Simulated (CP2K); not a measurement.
Two runs for the C K edge of 1,3,4-oxadiazole. Run A: CP2K XAS_TDP, all-electron GAPW, PBEh(45%), aug-cc-pVDZ, TDA, no relativity. Run B differs in one setting.

First lines with a strength over 0.0015. A:

```
                              atom  energy (eV)  states  strength, one atom
C1 (bonded to N, O and H), 2 alike       282.97       1              0.0607
                                         286.80       1              0.0189
                                         287.36       1              0.0202
                                         288.01       1              0.0080
                                         288.45       1              0.0056
```

B:

```
                              atom  energy (eV)  states  strength, one atom
C1 (bonded to N, O and H), 2 alike       289.15       1              0.0594
                                         292.98       1              0.0185
                                         293.53       1              0.0198
                                         294.19       1              0.0078
                                         294.63       1              0.0055
```

**Question.** Which was it: the basis, the functional, GW2X switched on, scalar relativity switched on?

GW2X switched on. GW2X shifts an atom's lines together and keeps their spacings. Against PBEh(45%) in aug-cc-pVDZ, the leading line moves by +6.18 eV, to 289.15 eV.

[Banner, clock and machine lines of the logs are left out without a mark of their own.]

[Logs are printed without paths, hosts, clocks, repeated set-up lines and the standing remarks that a program may print on its own settings, such as how far it seeks lower states.]

[Hosts, paths, dates, database ids (printed as entryN), source tags and the programs' standing remarks are cut or masked in the printed files.]
